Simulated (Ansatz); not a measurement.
# MgCd3S4: complex band structure

A new crystal, MgCd3S4: structure, gap and complex bands. It is built by putting Mg for Zn in the ZnCd3S4 structure of space group P-43m, with the volume rescaled by atomic radii. The parent structure comes from the Materials Project.

Program: Ansatz 0.2.0. Level of theory: LDA DFT, plane waves, PAW files, in the first sound run; inputs show where later runs differ. Results are calculated unless marked as measured.

This is a report of a sequence of runs, with most program output left out.

The structure was built from a prototype and need not be the compound's stable phase.

### 1. The starting structure

Symmetry: P-43m, No. 215, cubic system. The conventional cell has a = 5.828 Å, b = 5.828 Å, c = 5.828 Å, α = 90.00°, β = 90.00°, γ = 90.00°. Nearest to Mg lie 4 S at 2.39 Å. Cd has 4 S at 2.57 Å nearest. Nearest to S lie 1 Mg at 2.39 Å and 3 Cd at 2.57 Å. It derives from ZnCd3S4. Mg for Zn in the ZnCd3S4 structure of space group P-43m. Farther neighbours and most contacts between anions are not listed.

Coordinates:

```cif
data_structure
_symmetry_space_group_name_H-M 'P 1'
_symmetry_Int_Tables_number 1
_cell_length_a 5.8284
_cell_length_b 5.8284
_cell_length_c 5.8284
_cell_angle_alpha 90.000
_cell_angle_beta 90.000
_cell_angle_gamma 90.000
_cell_volume 197.99
loop_
_atom_site_label
_atom_site_type_symbol
_atom_site_fract_x
_atom_site_fract_y
_atom_site_fract_z
_atom_site_occupancy
Mg1 Mg 0.00000 0.00000 0.00000 1
Cd2 Cd 0.00000 0.50000 0.50000 1
Cd3 Cd 0.50000 0.50000 0.00000 1
Cd4 Cd 0.50000 0.00000 0.50000 1
S5 S 0.76361 0.76361 0.23639 1
S6 S 0.76361 0.23639 0.76361 1
S7 S 0.23639 0.76361 0.76361 1
S8 S 0.23639 0.23639 0.23639 1
```

### 2. Cell and atoms at rest

The substituted atoms don't fit the parent's cell, so cell and atoms relax together. A small smearing keeps the run stable in case the gap closes on the way.

input.yaml reads:

```yaml
crystal:
  lattice:
    - [5.8284016386, 0.0, 0.0]
    - [0.0, 5.8284016386, 0.0]
    - [0.0, 0.0, 5.8284016386]
  atoms:
    - { symbol: Mg, position: [0.0, 0.0, 0.0] }
    - { symbol: Cd, position: [0.0, 0.5, 0.5] }
    - { symbol: Cd, position: [0.5, 0.5, 0.0] }
    - { symbol: Cd, position: [0.5, 0.0, 0.5] }
    - { symbol: S, position: [0.76360863, 0.76360863, 0.23639137] }
    - { symbol: S, position: [0.76360863, 0.23639137, 0.76360863] }
    - { symbol: S, position: [0.23639137, 0.76360863, 0.76360863] }
    - { symbol: S, position: [0.23639137, 0.23639137, 0.23639137] }
kpoints:
  mp_grid: { grid: [4, 4, 4] }
scf:
  occupations: { method: gaussian, width: 0.03 }
hamiltonian:
  xc: lda
output:
  forces: true
  stress: true
relax:
  f_tol: 0.02
  max_steps: 60
  cell: {}
```

Command:

```bash
ansatz run input.yaml --threads 2 --pin off --max-ram 4096MiB --backend cpu --events-out ev --progress --plain --runs-dir out
```

It took 11 s on 2 threads of Intel Xeon Platinum 8488C (Sapphire Rapids), shared host; peak memory 0.5 GiB.

Relaxation path:

```
step  energy less that of the first step (eV)  largest force component (eV/Å)  pressure (GPa)  volume (Å³)
   1                                   0.0000                          0.5052           -3.50       197.99
   2                                  -0.2724                          0.0439            1.37       183.02
   3                                  -0.2875                          0.0231           -0.07       186.73
   4                                  -0.2878                          0.0034            0.01       186.57
  5*                                  -0.2867                          0.0035            0.01       186.57
```

Relaxation steps marked * repeat the geometry before them on a plane-wave basis chosen anew for their cell, so energy and pressure can jump there.

Forces are held to the 24 operations that the run works with; a distortion that breaks them can't arise in this run.

```
conventional cell, symmetrised  before  after  change
                         a (Å)   5.828  5.714  -2.0 %
                         b (Å)   5.828  5.714  -2.0 %
                         c (Å)   5.828  5.714  -2.0 %
              volume (Å³/atom)   24.75  23.32  -5.8 %
```

The atoms that moved most (Å, as changes of fractional coordinates times the final cell):

```
atom      dx      dy      dz  length
  S8   0.049   0.049   0.049   0.084
  S7   0.049  -0.049  -0.049   0.084
  S5  -0.049  -0.049   0.049   0.084
  S6  -0.049   0.049  -0.049   0.084
```

This step gave:

```
free energy  : -29739.9373 eV
Fermi energy : 7.028 eV
pressure     : 0.006404 GPa
```

The largest force component on a free atom ends at 0.0035 eV/Å.

### 3. The bulk crystal and its band edges

The energy window and the wavevectors of the next steps follow from the band edges, so these are searched first, off the mesh as well.

input.yaml reads:

```yaml
crystal:
  lattice:
    - [5.7140846741, 0.0, 0.0]
    - [0.0, 5.7140846741, 0.0]
    - [0.0, 0.0, 5.7140846741]
  atoms:
    - { symbol: Mg, position: [0.0, 0.0, 0.0] }
    - { symbol: Cd, position: [0.0, 0.5, 0.5] }
    - { symbol: Cd, position: [0.5, 0.5, 0.0] }
    - { symbol: Cd, position: [0.5, 0.0, 0.5] }
    - { symbol: S, position: [0.7551170597, 0.7551170597, 0.2448829403] }
    - { symbol: S, position: [0.7551170597, 0.2448829403, 0.7551170597] }
    - { symbol: S, position: [0.2448829403, 0.7551170597, 0.7551170597] }
    - { symbol: S, position: [0.2448829403, 0.2448829403, 0.2448829403] }
kpoints:
  mp_grid: { grid: [4, 4, 4] }
  band_path: { path: [VBM, CBM], npoints: 30 }
scf:
  occupations: { method: fixed }
hamiltonian:
  xc: lda
output:
  eigenvalues: true
  write_potential: true
  write_density: true
  volumetric_format: npy
  elf: true
```

The job ended after 20 s (2 threads; peak memory 0.56 GiB).

This step gave:

```
Fermi energy        : 6.271 eV
gap on the k-mesh   : 1.514 eV
gap on path         : 1.514 eV, by band count; negative where bands overlap
direct gap on path  : 1.514 eV
edge places on path : 0, 0 1/A along the path
```

Levels at VBM (eV): -7.59, -7.59, -7.59, -7.46, -7.37, -7.37, -7.29, -7.29, -7.29, -7.11, -7.11, -7.05, -6.85, -6.85, -6.85, -4.10, -4.10, -3.48, -1.85, -1.85, -1.85, -1.80, -1.80, -1.80, 0.00, 0.00, 0.00, 1.51, 3.40, 3.40, 3.40, 4.08, 4.08, 5.41, 6.70, 6.70, 6.70.

ELF in the ac plane at fractional y = 0.000, with atoms of Mg and Cd within 0.2 Å of it. It is the smooth field of the valence electrons, not physical close to the nuclei.

Ten even steps from '_' (0.01) to '@' (0.85), each cell a mean:
```
--==......____________....__::==
--....--==::..______..--==::__::
__..==****==::____..--++****::__
__::++##**==::......--++****==..
__::==++++--........::==++++--..
__..::--::::::--==--::::----..__
______....::==**##++--......____
________..::++%%@@##==....______
______....::++##%%**--....______
____..::::..--++++==::..::::..__
__..--====::..::::::::--====::__
__::++****==::......::++****==..
__::++##**==::..__..--++##**--..
..__::++++--..______::==++==....
==--__::::..________..::::....==
::==..______________________----
```
Columns run along a (5.7 Å), rows up along c (5.7 Å). Atoms in or near the plane, at fractional coordinates: Mg at (0.00, 0.00), Cd at (0.50, 0.50).

Valence density in the ac plane at fractional y = 0.000, with atoms of Mg and Cd within 0.2 Å of it. It is the smooth field of the valence electrons, not physical close to the nuclei.

Ten steps, logarithmic in the rise over the least value, from '_' (0 e/Å³) to '@' (25 e/Å³), each cell a mean:
```
%%**..______________________--##
==::________________________..--
________________________________
________________________________
__________............__________
__________..::====--::..________
__________::++##%%**--..________
__________::**@@@@%%==..________
__________::**%%@@##==..________
__________..--****++::..________
__________....::::::....________
________________________________
________________________________
::..__________________________..
##==..______________________::**
@@##::______________________==%%
```
Columns run along a (5.7 Å), rows up along c (5.7 Å). Atoms in or near the plane, at fractional coordinates: Mg at (0.00, 0.00), Cd at (0.50, 0.50).

Electrostatic potential energy in the ac plane at fractional y = 0.000, with atoms of Mg and Cd within 0.2 Å of it. With pseudopotentials it is smooth inside the atoms' cores, unlike the true potential.

Values in eV, 16 rows by 16 columns, each cell a mean:
```
-32 -27  -5   6  10  11  12  12  12  12  12  11   8   2 -15 -32
-19  -9   2   7  10  11  12  12  12  12  11  11   9   6  -2 -15
  1   4   7   9  10  11  11  11  11  11  11  10  10   8   6   2
  8   9   9  10  10  10  10  10   9  10  10  10  10  10   9   8
 11  11  11  10  10   9   7   4   3   5   8  10  10  10  11  11
 12  11  11  11   9   6  -3 -11 -12  -8   2   8  10  11  11  12
 12  12  12  11   8   0 -13 -20 -21 -17  -8   5  10  11  12  12
 12  12  12  11   8  -4 -17 -26 -30 -21 -12   3   9  11  12  12
 12  12  12  11   8  -2 -16 -23 -26 -20 -11   4  10  11  12  12
 12  12  11  11   9   4  -9 -16 -17 -13  -3   7  10  11  12  12
 11  11  11  11  10   8   4  -2  -4   0   6   9  10  11  11  11
  9  10  10  10  10  10   9   8   8   8   9  10  10  10  10  10
  5   6   8   9  10  11  11  11  11  11  11  10  10   9   7   6
 -8  -2   5   8  10  11  11  12  12  12  11  11   9   7   2  -5
-30 -21  -2   6  10  11  12  12  12  12  11  11   9   4  -9 -27
-32 -30  -8   5   9  11  12  12  12  12  12  11   8   1 -19 -32
```
Columns run along a (5.7 Å; values clipped at the 3rd and 97th percentile), rows up along c (5.7 Å). Atoms in or near the plane, at fractional coordinates: Mg at (0.00, 0.00), Cd at (0.50, 0.50).

The searched edges give 1.51 eV, as on the mesh.

### 4. Decaying states in the gap

This step: LDA DFT, plane waves, PAW files; complex bands by layer matching along the plane's normal (Ansatz 0.2.0).

The same crystal is laid in a cell whose first two vectors span the (001) plane (indices of the standard conventional cell, whose axes can be ordered otherwise than in the bulk input). At fixed energy and wavevector in the plane the solver finds all kz, real and complex. A few wavevectors are listed, (0, 0) and (0.5, 0) in units of the plane's reciprocal vectors; the slowest state needn't be among them.

Changes to input.yaml since step 3:

```diff
@@ -2,5 +2,5 @@
   lattice:
-    - [5.7140846741, 0.0, 0.0]
-    - [0.0, 5.7140846741, 0.0]
-    - [0.0, 0.0, 5.7140846741]
+    - [5.714084674, 0.0, 0.0]
+    - [0.0, 5.714084674, 0.0]
+    - [0.0, 0.0, 5.714084674]
   atoms:
@@ -16,3 +16,2 @@
   mp_grid: { grid: [4, 4, 4] }
-  band_path: { path: [VBM, CBM], npoints: 30 }
 scf:
@@ -23,5 +22,6 @@
   eigenvalues: true
-  write_potential: true
-  write_density: true
-  volumetric_format: npy
-  elf: true
+  transmission:
+    leads: [[0, 0]]
+    kpoints: [[0.0, 0.0], [0.5, 0.0]]
+    e_range: [-1.0, 2.51]
+    de: 0.09
```

The job ended after 37 s (2 threads; peak memory 1.1 GiB).

This step gave:

```yaml
level_to_which_the_leads_are_filled: 0.7570 eV from the Fermi level
decay_constant_at_the_filling_level_zone_centre: 0.1270 Å⁻¹
decay_constant_at_the_filling_level_slowest_listed_point: 0.127 Å⁻¹
```

K parallel (0, 0); values up to 1.5 1/Å, a degenerate pair printed once or twice; energies at which all values exceed this have no row. Im kz of the slowest decaying states against energy, zero at the highest filled level on the SCF mesh:

```
energy (eV)  decay 1 (Å⁻¹)  decay 2 (Å⁻¹)  decay 3 (Å⁻¹)  decay 4 (Å⁻¹)
      -1.00         0.0645          0.328          0.347          0.434
      -0.82          0.350          0.364          0.456           1.18
      -0.73          0.359          0.371          0.465           1.11
      -0.55          0.374          0.381          0.480           1.02
      -0.46          0.380          0.385          0.487          0.996
      -0.28          0.390          0.391          0.497          0.948
      -0.19          0.392          0.395          0.502          0.927
      -0.01          0.393          0.403          0.509          0.888
       0.08         0.0586          0.135          0.392          0.405
       0.26         0.0979          0.240          0.388          0.410
       0.44          0.117          0.313          0.375          0.412
       0.53          0.122          0.355          0.413          0.519
       0.71          0.127          0.374          0.413          0.519
       0.80          0.127          0.381          0.413          0.519
       0.98          0.121          0.393          0.411          0.517
       1.07          0.115          0.398          0.410          0.516
       1.25         0.0952          0.405          0.406          0.513
       1.43         0.0572          0.401          0.409          0.509
       1.52          0.389          0.399          0.433          0.506
       1.70          0.367          0.392          0.458          0.501
       1.79          0.357          0.388          0.467          0.498
       1.97          0.339          0.379          0.481          0.494
       2.06          0.330          0.374          0.487          0.495
       2.24          0.310          0.363          0.481          0.498
       2.33          0.299          0.357          0.468          0.502
       2.51          0.275          0.344          0.442          0.509
```

K parallel (0, 0). Re kz of states that move upwards against energy, zero at the highest filled level on the SCF mesh:

```
energy (eV)  channel 1 (Å⁻¹)  channel 2 (Å⁻¹)  channel 3 (Å⁻¹)
      -1.00           -0.290                -                -
      -0.91           -0.270                -                -
      -0.82           -0.538           -0.538           -0.250
      -0.73           -0.473           -0.473           -0.230
      -0.64           -0.430           -0.430           -0.210
      -0.55           -0.390           -0.390           -0.190
      -0.46           -0.351           -0.351           -0.169
      -0.37           -0.309           -0.309           -0.147
      -0.28           -0.265           -0.265           -0.124
      -0.19           -0.215           -0.215          -0.0995
      -0.01          -0.0480          -0.0480          -0.0212
       0.08                -                -                -
       0.17                -                -                -
       0.26                -                -                -
       0.35                -                -                -
       0.44                -                -                -
       0.53                -                -                -
       0.62                -                -                -
       0.71                -                -                -
       0.80                -                -                -
       0.89                -                -                -
       0.98                -                -                -
       1.07                -                -                -
       1.16                -                -                -
       1.25                -                -                -
       1.34                -                -                -
       1.43                -                -                -
       1.52           0.0159                -                -
       1.70           0.0924                -                -
       1.79            0.115                -                -
       1.88            0.136                -                -
       1.97            0.155                -                -
       2.06            0.173                -                -
       2.15            0.191                -                -
       2.24            0.208                -                -
       2.33            0.225                -                -
       2.42            0.242                -                -
       2.51            0.259                -                -
```

K parallel (0.5, 0); values up to 1.5 1/Å, a degenerate pair printed once or twice; energies at which all values exceed this have no row. Table of Im kz of the slowest decaying states by energy, zero at the highest filled level on the SCF mesh:

```
energy (eV)  decay 1 (Å⁻¹)  decay 2 (Å⁻¹)  decay 3 (Å⁻¹)  decay 4 (Å⁻¹)
      -1.00         0.0362          0.163          0.884           1.33
      -0.82         0.0221          0.227          0.853           1.31
      -0.73         0.0773          0.121          0.257          0.838
      -0.55          0.122          0.189          0.198          0.301
      -0.46         0.0549          0.224          0.231          0.318
      -0.28          0.210          0.264          0.293          0.347
      -0.19          0.245          0.280          0.318          0.360
      -0.01          0.297          0.307          0.360          0.380
       0.08          0.318          0.318          0.377          0.389
       0.26          0.337          0.353          0.404          0.407
       0.44          0.352          0.382          0.415          0.431
       0.53          0.358          0.395          0.420          0.441
       0.71          0.368          0.417          0.428          0.458
       0.80          0.373          0.426          0.431          0.465
       0.98          0.379          0.436          0.443          0.477
       1.07          0.381          0.438          0.450          0.482
       1.25          0.384          0.439          0.463          0.485
       1.43          0.385          0.440          0.473          0.492
       1.52          0.385          0.439          0.477          0.497
       1.70          0.383          0.436          0.483          0.499
       1.79          0.382          0.435          0.486          0.500
       1.97          0.377          0.429          0.489          0.499
       2.06          0.373          0.426           0.49          0.498
       2.24          0.365          0.418          0.483          0.496
       2.33          0.360          0.413          0.480          0.493
       2.51          0.348          0.401          0.477          0.478
```

At the listed wavevectors the last open channel is at -0.01 eV and the next at +1.52 eV on the grid. At +0.80 eV, the grid energy nearest the filling level (the middle of the gap on the SCF mesh), the slowest state at the listed wavevectors decays with κ = 0.127 Å⁻¹, its amplitude falling by e over 7.9 Å. Through 1 nm of this crystal that state's transmission falls by exp(−2 × 0.127 Å⁻¹ × 10 Å) = 0.079.

### 5. Band edges at another level

This step: PBE DFT, plane waves, PAW files (Ansatz 0.2.0).

The edges again with PBE, at the same atoms.

Changes to input.yaml since step 4:

```diff
@@ -2,5 +2,5 @@
   lattice:
-    - [5.714084674, 0.0, 0.0]
-    - [0.0, 5.714084674, 0.0]
-    - [0.0, 0.0, 5.714084674]
+    - [5.7140846741, 0.0, 0.0]
+    - [0.0, 5.7140846741, 0.0]
+    - [0.0, 0.0, 5.7140846741]
   atoms:
@@ -16,2 +16,3 @@
   mp_grid: { grid: [4, 4, 4] }
+  band_path: { path: [VBM, CBM], npoints: 30 }
 scf:
@@ -19,9 +20,4 @@
 hamiltonian:
-  xc: lda
+  xc: pbe
 output:
   eigenvalues: true
-  transmission:
-    leads: [[0, 0]]
-    kpoints: [[0.0, 0.0], [0.5, 0.0]]
-    e_range: [-1.0, 2.51]
-    de: 0.09
```

It took 19 s on 2 threads; peak memory 0.57 GiB; 37 s of CPU time.

This step gave:

- free energy: -30301.9572 eV
- Fermi energy: 6.539 eV
- gap on the k-mesh: 1.786 eV
- gap on path: 1.786 eV, by band count; negative where bands overlap
- direct gap on path: 1.786 eV

Levels at VBM (eV): -7.55, -7.55, -7.55, -7.41, -7.32, -7.32, -7.25, -7.25, -7.25, -7.08, -7.08, -7.02, -6.81, -6.81, -6.81, -3.99, -3.99, -3.41, -1.83, -1.83, -1.83, -1.76, -1.76, -1.76, 0.00, 0.00, 0.00, 1.79, 3.63, 3.63, 3.63, 4.29, 4.29, 5.62, 6.89, 6.89, 6.89.

The searched edges give 1.79 eV, as on the mesh.

Between step 3 and this run (PBE) the value for the gap on the k-mesh moves from 1.51 eV to 1.79 eV.

(Continued in part 2 of 2.)

[Logs are printed without paths, hosts, clocks, repeated set-up lines and the standing remarks that a program may print on its own settings, such as how far it seeks lower states.]

[Hosts, paths, dates, database ids (printed as entryN), source tags and the programs' standing remarks are cut or masked in the printed files.]
